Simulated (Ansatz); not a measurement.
## Cu(111) with 4 thermally displaced layers, 2x2: scattering by thermal displacements

Aim: the resistivity of Cu at 300 K from frozen thermal displacements between perfect leads. The measured value for the pure metal at this temperature is 1.725 µΩ cm (CRC Handbook of Chemistry and Physics, 84th ed., 2003, Electrical Resistivity of Pure Metals).

Program: Ansatz 0.2.0. Level of theory: Ansatz plane-wave DFT, PBE, PAW files; ballistic transport by layer matching (Landauer), zero bias; PAW set soft_1. Results are calculated unless marked as measured.

Report form: the programs' logs are mostly left out.

### 1. The starting structure

The cell holds 40 atoms: 40 Cu. Cell: a = 5.112 Å, b = 5.112 Å, c = 20.923 Å, α = 93.5°, β = 86.5°, γ = 120.0°. It derives from Cu. Regions: lead, 24 atoms (24 Cu); scattering region, 16 atoms (16 Cu). The structure is stacked along c, and the current runs across the ab planes.

### 2. With 4 displaced layers

Each atom of 4 layers is moved at random, by amounts drawn from a normal law 0.0778 Å wide in each direction from the Debye model (343 K) at 300 K. The layers about the cell's end stay perfect and serve as the lead. Disorder leaves little or no symmetry, which makes such runs dear. Energies from -0.05 to 0.05 eV in steps of 0.05 eV are too few for the program's thermal sum, so it prints no conductance; for a metal the transmission near the Fermi level serves, at a fraction of the cost.

input.yaml

```yaml
crystal:
  lattice:
    - [5.1123254594, 0.0, 0.0]
    - [-2.5561627297, 4.4274037203, 0.0]
    - [1.2780813649, -0.73790062, 20.8709812911]
  atoms:
    - { symbol: Cu, position: [0.9916666667, 0.0083333333, 0.05] }
    - { symbol: Cu, position: [0.9916666667, 0.5083333333, 0.05] }
    - { symbol: Cu, position: [0.4916666667, 0.0083333333, 0.05] }
    - { symbol: Cu, position: [0.4916666667, 0.5083333333, 0.05] }
    - { symbol: Cu, position: [0.1416666667, 0.3583333333, 0.15] }
    - { symbol: Cu, position: [0.1416666667, 0.8583333333, 0.15] }
    - { symbol: Cu, position: [0.6416666667, 0.3583333333, 0.15] }
    - { symbol: Cu, position: [0.6416666667, 0.8583333333, 0.15] }
[... 28 atom lines left out ...]
    - { symbol: Cu, position: [0.8416666667, 0.1583333333, 0.95] }
    - { symbol: Cu, position: [0.8416666667, 0.6583333333, 0.95] }
    - { symbol: Cu, position: [0.3416666667, 0.1583333333, 0.95] }
    - { symbol: Cu, position: [0.3416666667, 0.6583333333, 0.95] }
kpoints:
  mp_grid: { grid: [5, 5, 1] }
hamiltonian:
  xc: pbe
  pseudopotentials: { kind: paw, azcp: { folder: soft_1 } }
scf:
  occupations: { method: fermi_dirac, width: 0.1 }
output:
  transmission:
    leads: [[0, 4]]
    kmesh: [10, 10]
    e_range: [-0.05, 0.05]
    de: 0.05
  write_potential: true
  write_density: true
  volumetric_format: npy
```

The run is started by

```console
$ ansatz run input.yaml --threads 4 --pin off --max-ram 15360MiB --backend cpu --events-out ev --progress --plain --runs-dir out
```

It took 8.4 min on 4 threads of Arm Neoverse V1, shared host; peak memory 4.9 GiB; 33 min of CPU time.

Numbers from this step:

| Quantity | Value |
| --- | --- |
| free energy | -265006.4531 eV |
| energy at zero smearing | -265006.2004 eV |
| Fermi energy | 16.34 eV |
| cell area | 22.63 Å² |
| transmission per spin nearest the Fermi level | 3.139 |
| open channels per spin nearest the Fermi level | 3.21 |
| step of the lead's potential | 2.4 meV |

Per spin. Table of transmission, zone mean by energy, zero at the Fermi level:

```csv
energy (eV),"transmission, zone mean"
-0.0500,3.13
0.0000,3.14
0.0500,3.14
```

Per spin. The open channels, zone mean, lead stays at 3.21 for energy from -0.05 to 0.05 eV.

Transmission over k1 and k2. At 0.0000 eV from the Fermi level.

Values, 10 rows by 10 columns:
```
2.99 3.88 2.99 2.99 2.98 3.70 2.99 2.99 2.99 2.99
2.99 2.99 3.86 2.98 2.98 3.70 2.99 2.99 2.99 2.99
2.99 2.98 2.98 3.81 2.83 3.77 2.98 2.99 2.99 2.99
2.98 2.98 2.98 2.93 2.83 2.76 2.73 2.98 2.99 2.98
3.86 3.86 3.85 3.79 2.89 2.90 2.89 3.79 3.85 3.86
2.98 2.98 2.99 2.98 2.73 2.76 2.83 2.93 2.98 2.98
2.99 2.99 2.99 2.99 2.98 3.77 2.83 3.81 2.98 2.98
2.99 2.99 2.99 2.99 2.99 3.70 2.98 2.98 3.86 2.99
2.99 2.99 2.99 2.99 2.99 3.70 2.98 2.99 2.99 3.88
3.89 2.99 2.99 2.99 2.99 3.71 2.99 2.99 2.99 2.99
```
Columns: k1 (b1) from -0.5 to 0.4; rows upwards: k2 (b2) from -0.5 to 0.4.

Open channels over k1 and k2. At 0.0000 eV from the Fermi level.

Ten even steps from '_' (3.00) to '@' (4.00):
```
__@@______@@________
____@@____@@________
______@@__@@________
____________________
@@@@@@@@______@@@@@@
____________________
__________@@__@@____
__________@@____@@__
__________@@______@@
@@________@@________
```
Columns: k1 (b1) from -0.5 to 0.4; rows upwards: k2 (b2) from -0.5 to 0.4.

Over the solved energies the transmission per spin lies between 3.13 and 3.14, out of 3.21 channels of the lead on average (up to 3.21).

### 3. With 8 displaced layers

Each atom of 8 layers is moved at random, by amounts drawn from a normal law 0.0778 Å wide in each direction from the Debye model (343 K) at 300 K. A fresh draw is used; the growth of the resistance with length is what counts.

System of this step: Cu(111) with 8 thermally displaced layers, 2x2. The cell holds 56 atoms: 56 Cu. Cell: a = 5.112 Å, b = 5.112 Å, c = 29.257 Å, α = 87.5°, β = 92.5°, γ = 120.0°. It derives from Cu. Regions: lead, 24 atoms (24 Cu); scattering region, 32 atoms (32 Cu). The structure is stacked along c, and the current runs across the ab planes.

input.yaml

```yaml
crystal:
  lattice:
    - [5.1123254594, 0.0, 0.0]
    - [-2.5561627297, 4.4274037203, 0.0]
    - [-1.2780813649, 0.73790062, 29.2193738075]
  atoms:
    - { symbol: Cu, position: [0.005952381, 0.994047619, 0.0357142857] }
    - { symbol: Cu, position: [0.005952381, 0.494047619, 0.0357142857] }
    - { symbol: Cu, position: [0.505952381, 0.994047619, 0.0357142857] }
    - { symbol: Cu, position: [0.505952381, 0.494047619, 0.0357142857] }
    - { symbol: Cu, position: [0.1845238095, 0.3154761905, 0.1071428571] }
    - { symbol: Cu, position: [0.1845238095, 0.8154761905, 0.1071428571] }
    - { symbol: Cu, position: [0.6845238095, 0.3154761905, 0.1071428571] }
    - { symbol: Cu, position: [0.6845238095, 0.8154761905, 0.1071428571] }
[... 44 atom lines left out ...]
    - { symbol: Cu, position: [0.3273809524, 0.1726190476, 0.9642857143] }
    - { symbol: Cu, position: [0.3273809524, 0.6726190476, 0.9642857143] }
    - { symbol: Cu, position: [0.8273809524, 0.1726190476, 0.9642857143] }
    - { symbol: Cu, position: [0.8273809524, 0.6726190476, 0.9642857143] }
kpoints:
  mp_grid: { grid: [5, 5, 1] }
hamiltonian:
  xc: pbe
  pseudopotentials: { kind: paw, azcp: { folder: soft_1 } }
scf:
  occupations: { method: fermi_dirac, width: 0.1 }
output:
  transmission:
    leads: [[0, 4]]
    kmesh: [10, 10]
    e_range: [-0.05, 0.05]
    de: 0.05
  write_potential: true
  write_density: true
  volumetric_format: npy
```

Elapsed: 18 min, on 4 threads; peak memory 8.4 GiB; 66 min of CPU time.

This step gave:

| Quantity | Value |
| --- | --- |
| free energy | -371008.1683 eV |
| energy at zero smearing | -371007.8105 eV |
| transmission per spin nearest the Fermi level | 3.065 |
| step of the lead's potential | 3.4 meV |

Per spin. Transmission, zone mean against energy, zero at the Fermi level:

```csv
energy (eV),"transmission, zone mean"
-0.0500,3.05
0.0000,3.07
0.0500,3.07
```

Over the solved energies the transmission per spin lies between 3.05 and 3.07, out of 3.21 channels of the lead on average (up to 3.21).

### 4. With 12 displaced layers

Each atom of 12 layers is moved at random, by amounts drawn from a normal law 0.0778 Å wide in each direction from the Debye model (343 K) at 300 K. A fresh draw is used; the growth of the resistance with length is what counts.

System of this step: Cu(111) with 12 thermally displaced layers, 2x2. The cell holds 72 atoms: 72 Cu. Its edges and angles: a = 5.112 Å, b = 5.112 Å, c = 37.568 Å, α = 90.0°, β = 90.0°, γ = 120.0°. It derives from Cu. Regions: lead, 24 atoms (24 Cu); scattering region, 48 atoms (48 Cu). The structure is stacked along c, and the current runs across the ab planes.

input.yaml

```yaml
crystal:
  lattice:
    - [5.1123254594, 0.0, 0.0]
    - [-2.5561627297, 4.4274037203, 0.0]
    - [0.0, 0.0, 37.567766324]
  atoms:
    - { symbol: Cu, position: [0.0, 0.0, 0.0277777778] }
    - { symbol: Cu, position: [0.0, 0.5, 0.0277777778] }
    - { symbol: Cu, position: [0.5, 0.0, 0.0277777778] }
    - { symbol: Cu, position: [0.5, 0.5, 0.0277777778] }
    - { symbol: Cu, position: [0.1666666667, 0.3333333333, 0.0833333333] }
    - { symbol: Cu, position: [0.1666666667, 0.8333333333, 0.0833333333] }
    - { symbol: Cu, position: [0.6666666667, 0.3333333333, 0.0833333333] }
    - { symbol: Cu, position: [0.6666666667, 0.8333333333, 0.0833333333] }
[... 60 atom lines left out ...]
    - { symbol: Cu, position: [0.3333333333, 0.1666666667, 0.9722222222] }
    - { symbol: Cu, position: [0.3333333333, 0.6666666667, 0.9722222222] }
    - { symbol: Cu, position: [0.8333333333, 0.1666666667, 0.9722222222] }
    - { symbol: Cu, position: [0.8333333333, 0.6666666667, 0.9722222222] }
kpoints:
  mp_grid: { grid: [5, 5, 1] }
hamiltonian:
  xc: pbe
  pseudopotentials: { kind: paw, azcp: { folder: soft_1 } }
scf:
  occupations: { method: fermi_dirac, width: 0.1 }
output:
  transmission:
    leads: [[0, 4]]
    kmesh: [10, 10]
    e_range: [-0.05, 0.05]
    de: 0.05
  write_potential: true
  write_density: true
  volumetric_format: npy
```

It took 34 min on 4 threads; peak memory 7.4 GiB.

Numbers from this step:

```
free energy                                   : -477010.6515 eV
energy at zero smearing                       : -477010.2340 eV
Fermi energy                                  : 16.32 eV
transmission per spin nearest the Fermi level : 2.996
step of the lead's potential                  : 3.7 meV
```

Per spin. Table of transmission, zone mean by energy, zero at the Fermi level:

```csv
energy (eV),"transmission, zone mean"
-0.0500,2.96
0.0000,3.00
0.0500,3.01
```

Over the solved energies the transmission per spin lies between 2.96 and 3.01, out of 3.21 channels of the lead on average (up to 3.21).

### 5. Resistance against length

This step: Ansatz plane-wave DFT, PBE, PAW files; ballistic transport by layer matching (Landauer), zero bias; resistivity from the slope of the area resistance; PAW set soft_1 (Ansatz 0.2.0).

Numbers from this step:

```
resistivity           : 2.790 µΩ cm
intercept             : -0.002209 fΩ m²
scatter about the fit : 2.13e-4 fΩ m²
```

Resistance, by row:

```csv
run,length (Å),T,channels N,RA (fΩ m²)
n4,8.348,3.138,3.21,0.02093
n8,16.7,3.06,3.21,0.04467
n12,25.05,2.988,3.21,0.06751
```

Table of area resistance by length of the displaced region:

```csv
length of the displaced region (Å),area resistance (fΩ m²)
8.35,0.0209
16.70,0.0447
25.05,0.0675
```

The area resistance goes from 0.021 to 0.068 fΩ m² between 8.3 and 25.0 Å, a slope of 2.8 µΩ cm.

By hand from the end points: (0.06751 − 0.02093) fΩ m² / (25.05 − 8.35) Å = 2.8 µΩ cm, since 1 fΩ m² per Å is 1000 µΩ cm.

### 6. Results

```yaml
resistivity_from_the_slope: 2.79 µΩ cm
area_resistance_over_8p35_a: 0.0209 fΩ m²
area_resistance_over_16p7_a: 0.0447 fΩ m²
area_resistance_over_25p0_a: 0.0675 fΩ m²
```

**Reading.** The slope gives 2.8 µΩ cm. The points scatter by 2.1e-4 fΩ m² about the line, with one random draw a length in a 2x2 cell, so the slope is a rough value. The mean square of the displacements drawn is 0.75, 0.94 and 0.81 of the nominal one at the three lengths; with each resistance scaled back by that, the slope is 3.3 µΩ cm, the value used below. Read with a model of isotropic scattering on a spherical Fermi surface and the lead's 1.1×10¹⁵ S/m², this slope means a mean free path near 247 Å; over these lengths the model's slope is 1.20 times its bulk resistivity, which would be 2.8 µΩ cm. Uncorrelated displacements put too much weight on short waves, which scatter strongly; with the sideways repeat of a small cell, one draw and three short lengths, the method is good to a factor of two or three. The measured value is 1.725 µΩ cm (CRC Handbook of Chemistry and Physics, 84th ed., 2003, Electrical Resistivity of Pure Metals); the scaled slope is 1.9 times that and the corrected value 1.6: clearly high.

[Logs are printed without paths, hosts, clocks, repeated set-up lines and the standing remarks that a program may print on its own settings, such as how far it seeks lower states.]

[Hosts, paths, dates, database ids (printed as entryN), source tags and the programs' standing remarks are cut or masked in the printed files.]
